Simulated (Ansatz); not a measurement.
# A convergence test on ZnS2 (Pa-3): k mesh of the density

How far can the k mesh of the density be lowered for the gap of ZnS2 (Pa-3)?

Program: Ansatz 0.2.0. Level of theory: DFT, LDA, plane waves, PAW. Values are calculated unless marked as measured.

## (1) The starting structure

Symmetry: Pa-3, No. 205, cubic system. Conventional cell: a = 5.945 Å, b = 5.945 Å, c = 5.945 Å, α = 90.00°, β = 90.00°, γ = 90.00°. Nearest to Zn lie 6 S at 2.52 Å. S has 1 S at 2.06 Å and 3 Zn at 2.52 Å nearest. Farther neighbours, and contacts between anions beyond the nearest, are not listed.

The cell and positions are those that the Materials Project relaxed with its own functionals (PBE, PBE+U or r2SCAN), kept fixed. The default PAW set here is soft_2. Its files were made with PBE.

## (2) k mesh of the density: 2×2×2

input.yaml

```yaml
crystal:
  lattice:
    - [5.94543046, 0.0, 0.0]
    - [0.0, 5.94543046, 0.0]
    - [0.0, 0.0, 5.94543046]
  atoms:
    - { symbol: Zn, position: [0.5, 0.5, 0.0] }
    - { symbol: Zn, position: [0.5, 0.0, 0.5] }
    - { symbol: Zn, position: [0.0, 0.5, 0.5] }
    - { symbol: Zn, position: [0.0, 0.0, 0.0] }
    - { symbol: S, position: [0.10024639, 0.89975361, 0.39975361] }
    - { symbol: S, position: [0.89975361, 0.39975361, 0.10024639] }
    - { symbol: S, position: [0.39975361, 0.10024639, 0.89975361] }
    - { symbol: S, position: [0.60024639, 0.60024639, 0.60024639] }
    - { symbol: S, position: [0.89975361, 0.10024639, 0.60024639] }
    - { symbol: S, position: [0.10024639, 0.60024639, 0.89975361] }
    - { symbol: S, position: [0.60024639, 0.89975361, 0.10024639] }
    - { symbol: S, position: [0.39975361, 0.39975361, 0.39975361] }
kpoints:
  mp_grid: { grid: [2, 2, 2] }
  band_path:
    path:
      - [0.0, 0.0, 0.0]
      - [0.0, 0.5, 0.0]
      - [0.5, 0.5, 0.0]
      - [0.5, 0.5, 0.5]
      - [0.5, 0.0, 0.0]
      - [0.2, 0.2, 0.2]
    npoints: 1
hamiltonian:
  xc: lda
scf:
  occupations: { method: fixed }
  n_extra_bands: 8
output:
  eigenvalues: true
  forces: true
  stress: true
```

On the command line:

```sh
$ ansatz run input.yaml --threads 24 --pin off --max-ram 82944MiB --backend cuda --events-out ev --progress --plain --runs-dir out --devices 1 --max-vram 78GiB
```

The log of the run:

```text
scf.n_extra_bands = 8 over 48 filled bands (N_el = 96.0): the run solves 56 bands
GPUs: using 1 of 1 available (devices: 1).
Engine: ansatz 0.2.0, aarch64-unknown-linux-gnu
Pseudopotentials: kind: paw
Pseudopotential: Zn, paw, valence charge 12, recommended cutoff 420 eV (normal), Zn.paw.azcp
Pseudopotential: S, paw, valence charge 6, recommended cutoff 420 eV (normal), S.paw.azcp
Functional definition: SPW92
  exchange = slater_x
  correlation = pw_c
device memory: the entry about to start is reckoned to put 5.1 GiB on a device that reports 182.4 GiB free (of which the cap on the GPU budget leaves the run 78.0 GiB)
GPU FFT provider: cuFFT
GPU libraries: cuBLAS 13.8.1, cuFFT 12.4.0, cuSOLVER 12.3.2
GPU matrix products: emulated (plane waves: as basis.precision tells), large ones in fixed point in workspaces of 1.00 GiB
Crystal: 12 atoms, lattice volume = 210.160 Å³
Basis set: ecut = 420 eV, 4067 PW (Γ)
Bands: 56, of which v1, the nominal top of the filled ones, is band 48 counted from 1 (47 counted from 0)
Symmetry: 24 space group operations
Space group: Pa-3 (ITA 205), of the structure as read, at distance tolerance 5.9e-5 Å
k-points: 4 of 8
Non-local potential: Zn, projectors of the file, l = 0: 2, l = 1: 2, l = 2: 3, l = 3: 1
Non-local potential: S, projectors of the file, l = 0: 2, l = 1: 2, l = 2: 2
PAW form: soft (Blöchl's): semilocal exchange-correlation on the pseudo side does not see the compensation charge
PAW frozen core: Zn, regenerated for the run's functional, and the local potential with it (the file was generated under x = pbe(κ = 0.804, μ = 0.219515), c = pbe(β = 0.066725))
PAW frozen core: S, regenerated for the run's functional, and the local potential with it (the file was generated under x = pbe(κ = 0.804, μ = 0.219515), c = pbe(β = 0.066725))
PAW one-centre angular grid: Zn, 590 points (default); XC on 64 Gauss nodes
PAW one-centre angular grid: S, 110 points (default); XC on 64 Gauss nodes
Initial density: superposition of atomic densities (neutral atoms: chi_scale 0, normalization atom), corrected by the library's trained network
Initial wavefunctions: pseudopotential atomic-orbital guess
GPU buffer pool allocated for 64000 grid points (all kernels)
GPU transforms: local potential and band sums: pruned to the plane-wave sphere, on 40×40×40
Functional: x = slater, c = lda
SCF iter   1: F=—  HF=-19946.332207 eV  |F-HF|=—  |Δ(HF+E_count)|=         —  Δρ=6.79e-3  dr2=7.96e-2  ethr=1.77e-3  ⟨swp⟩=5.2  Hψ=890  notcnv=0  defer=18
preconditioner: auto → Resta (q_TF=auto, 2.394 Å⁻¹)  ε∞=8.2  [insulator: Δε(μ)=1.618 eV  Ē_g=9.331 eV  n_scr=56 (ndim 8)  ℏωp=25.1 eV  f_vac=0.000  ε∞_Penn≈8.2]
SCF iter   2: F=—  HF=-19946.312816 eV  |F-HF|=—  |Δ(HF+E_count)|=   1.94e-2  Δρ=3.33e-3  dr2=2.30e-2  ethr=8.29e-5  ⟨swp⟩=3.0  Hψ=443  notcnv=0  defer=20
SCF iter   3: F=—  HF=-19946.308668 eV  |F-HF|=—  |Δ(HF+E_count)|=   4.15e-3  Δρ=2.09e-3  dr2=4.34e-3  ethr=2.40e-5  ⟨swp⟩=2.5  Hψ=386  notcnv=0  defer=20
SCF iter   4: F=—  HF=-19946.305841 eV  |F-HF|=—  |Δ(HF+E_count)|=   2.83e-3  Δρ=3.48e-4  dr2=1.49e-4  ethr=4.52e-6  ⟨swp⟩=2.0  Hψ=381  notcnv=0  defer=20
SCF iter   5: F=—  HF=-19946.305830 eV  |F-HF|=—  |Δ(HF+E_count)|=   1.05e-5  Δρ=5.03e-5  dr2=5.65e-6  ethr=1.55e-7  ⟨swp⟩=3.0  Hψ=424  notcnv=0  defer=16
SCF iter   6: F=—  HF=-19946.305837 eV  |F-HF|=—  |Δ(HF+E_count)|=   6.21e-6  Δρ=1.64e-5  dr2=6.14e-7  ethr=5.88e-9  ⟨swp⟩=3.0  Hψ=424  notcnv=0  defer=15
SCF iter   7: F=-19946.305837 eV  HF=-19946.305837 eV  |F-HF|=7.46e-10  |Δ(HF+E_count)|=   1.46e-7  Δρ=2.61e-6  dr2=1.22e-8  ethr=1.04e-10  ⟨swp⟩=10.0  Hψ=1111  notcnv=0
SCF 1 converged in 7 iterations: F = -19946.305837 eV  dr2 = 1.22e-8
[...]
device memory: the entry about to start is reckoned to put 5.7 GiB on a device that reports 178.2 GiB free (of which the cap on the GPU budget leaves the run 78.0 GiB)
NSCF: frozen V_eff on 6 k-points
SCF converged after 7 iterations
Free energy (F): -19946.305837 eV
Harris-Foulkes:  -19946.305837 eV  (|F-HF|=7.46e-10)
Internal energy: -19946.305837 eV  (E = F + TS)
E sigma→0 (E₀):  -19946.305837 eV
Fermi energy:    7.937155 eV
--- Per-component energies (eV) ---
  E_band       = 116.685466
  E_kinetic    = 1383.925273
  E_local      = -8192.238247  (includes V_loc(G=0)·N_el)
  E_nonlocal   = 2712.152282
  E_hartree    = 3389.050274
  E_xc         = -1309.804126
  E_vxc        = -913.452901  (∫ρ·V_xc dr)
  E_paw        = -11584.323743  (= ΣΔE_a)
  E_vpaw       = -1651.799754  (= ΣTr[D̂ρ^β])
  E_aug_tail   = -0.001438  (compensation charges beyond the density's cutoff)
  E_ewald      = -6352.520257
  E_core_change = 7.454146  (= ΣΔE_core)
  E_smearing   = -0.000000  (= −TS)
  E_closure    = -0.000000  (closes the sum)
  Σ components = -19946.305837   (vs F -19946.305837, Δ=0.00e0)
--- Forces (eV/Å), atoms counted from 1 ---
  atom   1  Zn    -0.00000000     0.00000000    -0.00000000
  atom   2  Zn    -0.00000000     0.00000000    -0.00000000
  atom   3  Zn    -0.00000000     0.00000000    -0.00000000
  atom   4  Zn    -0.00000000     0.00000000     0.00000000
  atom   5  S      0.10527276    -0.10527276    -0.10527276
  atom   6  S     -0.10527276    -0.10527276     0.10527276
  atom   7  S     -0.10527276     0.10527276    -0.10527276
  atom   8  S      0.10527276     0.10527276     0.10527276
  atom   9  S     -0.10527276     0.10527276     0.10527276
  atom  10  S      0.10527276     0.10527276    -0.10527276
  atom  11  S      0.10527276    -0.10527276     0.10527276
  atom  12  S     -0.10527276    -0.10527276    -0.10527276
  max |Σ_I F_I| component: 2.78e-17 eV/Å
--- Stress (GPa, compression-positive) ---
       -4.227649      -0.000000       0.000000
       -0.000000      -4.227649       0.000000
        0.000000       0.000000      -4.227649
  P = ⅓ Tr σ = -4.2276 GPa (-42.276 kbar)
--- Band table (eV) ---
  k-point 0: bands = [... 44 lower, 7.2139, 7.2139, 7.9372, 7.9372, 9.5717, 10.0776, 10.7091, 10.7091, ... 4 higher]
  k-point 1: bands = [... 44 lower, 6.1030, 6.1030, 7.7150, 7.7150, 9.7445, 9.7445, 9.8002, 9.8002, ... 4 higher]
  k-point 2: bands = [... 44 lower, 6.2640, 6.2640, 6.2640, 6.2640, 9.6002, 9.6002, 9.6002, 9.6002, ... 4 higher]
  k-point 3: bands = [... 44 lower, 5.5703, 5.5703, 5.5703, 5.5703, 9.7672, 9.7672, 9.7672, 9.7672, ... 4 higher]
```

The job ended after 1.6 s (1 × NVIDIA GB200 (shared by 2 runs) with 24 threads of Arm Neoverse V2, shared host; peak memory 1 GiB).

This step gave:

```
pressure             : -4.228 GPa
gap                  : 1.259 eV
valence top at       : Γ
conduction bottom at : k = (0.200, 0.200, 0.200)
least direct gap     : 1.635 eV
```

The gap is indirect, with the least direct gap 0.38 eV higher.

## (3) k mesh of the density: 4×4×4 (the default)

input.yaml: that of step 2 with these lines changed.

```diff
@@ -19,12 +19,8 @@
 kpoints:
-  mp_grid: { grid: [2, 2, 2] }
+  mp_grid: { grid: [4, 4, 4] }
   band_path:
     path:
-      - [0.0, 0.0, 0.0]
-      - [0.0, 0.5, 0.0]
-      - [0.5, 0.5, 0.0]
-      - [0.5, 0.5, 0.5]
-      - [0.5, 0.0, 0.0]
-      - [0.2, 0.2, 0.2]
-    npoints: 1
+      - [[0.0, 0.0, 0.0], [0.0, 0.5, 0.0], [0.5, 0.5, 0.0], [0.0, 0.0, 0.0], [0.5, 0.5, 0.5], [0.0, 0.5, 0.0]]
+      - [[0.5, 0.5, 0.5], [0.5, 0.5, 0.0], [0.5, 0.0, 0.0]]
+    npoints: 10
 hamiltonian:
@@ -32,3 +28,3 @@
 scf:
-  occupations: { method: fixed }
+  occupations: { method: fermi_dirac, width: 0.02 }
   n_extra_bands: 8
```

The log of the run:

```text
[...]
GPUs: using 1 of 1 available (devices: 1).
[...]
GPU FFT provider: cuFFT
GPU libraries: cuBLAS 13.8.1, cuFFT 12.4.0, cuSOLVER 12.3.2
[...]
Crystal: 12 atoms, lattice volume = 210.160 Å³
Basis set: ecut = 420 eV, 4067 PW (Γ)
Bands: 56, of which v1, the nominal top of the filled ones, is band 48 counted from 1 (47 counted from 0)
[...]
k-point 0: bands = [... 44 lower, 7.2062, 7.2062, 7.9280, 7.9280, 9.5668, 10.0733, 10.7017, 10.7017, ... 4 higher]
  k-point 1: bands = [... 44 lower, 6.9432, 7.0008, 7.4119, 7.8815, 9.5565, 9.7940, 10.2682, 10.3632, ... 4 higher]
  k-point 2: bands = [... 44 lower, 6.0957, 6.0957, 7.7060, 7.7060, 9.7385, 9.7385, 9.7947, 9.7947, ... 4 higher]
  k-point 10: bands = [... 44 lower, 5.5633, 5.5633, 5.5633, 5.5633, 9.7640, 9.7640, 9.7640, 9.7640, ... 4 higher]
[key lines of the parts left out:]
SCF converged after 7 iterations
Free energy (F): -19946.410880 eV
Fermi energy:    8.548316 eV
P = ⅓ Tr σ = -4.3717 GPa (-43.717 kbar)
```

Elapsed: 1.3 s, on 1 × NVIDIA GB200 (shared by 2 runs) with 24 threads; peak memory 1 GiB.

Numbers from this step:

| Item | Value |
| --- | --- |
| pressure | -4.372 GPa |
| gap | 1.263 eV |
| valence top at | Γ |
| conduction bottom at | k = (0.200, 0.200, 0.200) |
| least direct gap | 1.639 eV |

The gap is 1.263 eV, +0.004 eV from the run before at this level.

## (4) k mesh of the density: 6×6×6

input.yaml, the sections that differ from step 3:

```yaml
kpoints:
  mp_grid: { grid: [6, 6, 6] }
  band_path:
    path:
      - [0.0, 0.0, 0.0]
      - [0.0, 0.5, 0.0]
      - [0.5, 0.5, 0.0]
      - [0.5, 0.5, 0.5]
      - [0.5, 0.0, 0.0]
      - [0.2, 0.2, 0.2]
    npoints: 1
scf:
  occupations: { method: fixed }
  n_extra_bands: 8
# crystal, hamiltonian, output: as in step 3
```

The log of the run:

```text
[...]
GPUs: using 1 of 1 available (devices: 1).
[...]
GPU FFT provider: cuFFT
GPU libraries: cuBLAS 13.8.1, cuFFT 12.4.0, cuSOLVER 12.3.2
[...]
Crystal: 12 atoms, lattice volume = 210.160 Å³
Basis set: ecut = 420 eV, 4067 PW (Γ)
Bands: 56, of which v1, the nominal top of the filled ones, is band 48 counted from 1 (47 counted from 0)
[...]
k-point 0: bands = [... 44 lower, 7.2064, 7.2064, 7.9282, 7.9282, 9.5670, 10.0733, 10.7020, 10.7020, ... 4 higher]
  k-point 1: bands = [... 44 lower, 7.1331, 7.3100, 7.4130, 7.9095, 9.6931, 9.7028, 10.4810, 10.5384, ... 4 higher]
  k-point 2: bands = [... 44 lower, 6.7444, 6.7639, 7.5201, 7.8382, 9.5240, 9.8139, 10.0599, 10.1564, ... 4 higher]
  k-point 23: bands = [... 44 lower, 5.5635, 5.5635, 5.5635, 5.5635, 9.7640, 9.7640, 9.7640, 9.7640, ... 4 higher]
[key lines of the parts left out:]
SCF converged after 7 iterations
Free energy (F): -19946.408177 eV
Fermi energy:    7.928227 eV
P = ⅓ Tr σ = -4.3728 GPa (-43.728 kbar)
```

Elapsed: 1.6 s, on 1 × NVIDIA GB200 (shared by 2 runs) with 24 threads; peak memory 1 GiB.

This step gave:

- pressure: -4.373 GPa
- gap: 1.263 eV
- valence top at: Γ
- conduction bottom at: k = (0.200, 0.200, 0.200)
- least direct gap: 1.639 eV

The gap is 1.263 eV, as in the run before at this level.

## (5) The series

Differences are against the last row; a negative gap means that bands overlap, and a run with a band path holds that path's time. Times are wall times on 1 × NVIDIA GB200 (shared by 2 runs) with 24 threads of Arm Neoverse V2, shared host, good to a factor of about two.

```
k mesh of the density  gap (eV)  direct gap (eV)  gap error (eV)  energy error (meV/atom)  irreducible k   time
                2×2×2     1.259            1.635          −0.004                     +8.5              4  1.6 s
                4×4×4     1.263            1.639         +0.0002                     −0.2             11  1.3 s
                6×6×6     1.263            1.639          +0.000                     +0.0             24  1.6 s
```

## (6) Summary of results

```yaml
2x2x2: 1.259 eV
4x4x4: 1.263 eV
6x6x6: 1.263 eV
```

**Reading.** The gap holds to 0.02 eV from 2×2×2 on, the cheapest setting tried. At 2×2×2 the gap is off by −0.004 eV and the energy by +9 meV/atom. The gap is read over the mesh and added points near the edges, so meshes differ mainly through the density and, for a hybrid, the exchange operator.

[Long decimals in the printed logs are rounded to 6 places.]

[Logs are printed without paths, hosts, clocks, repeated set-up lines and the standing remarks that a program may print on its own settings, such as how far it seeks lower states.]

[Paths, hosts, dates, memory and timing lines, banners, echoed tables and standing remarks are left out of the program output; an Ansatz launch command may be rebuilt from the run's recorded settings. Measured values are a selection of at most five: reports struck by readers or far from the other reports are left out. None is set beside runs whose start may be inverted or whose files or cutoffs have a known fault.]

[Runs of the session that timed out or met a known fault of the program may be left out.]

[Cells called generated may have been cut or substituted from an entry of the Crystallography Open Database or the Materials Project.]

[Hosts, paths, dates, database ids (printed as entryN), source tags and the programs' standing remarks are cut or masked in the printed files.]

[Where the starting crystal was built by hand or by swapping elements, it need not be the compound's stable phase.]
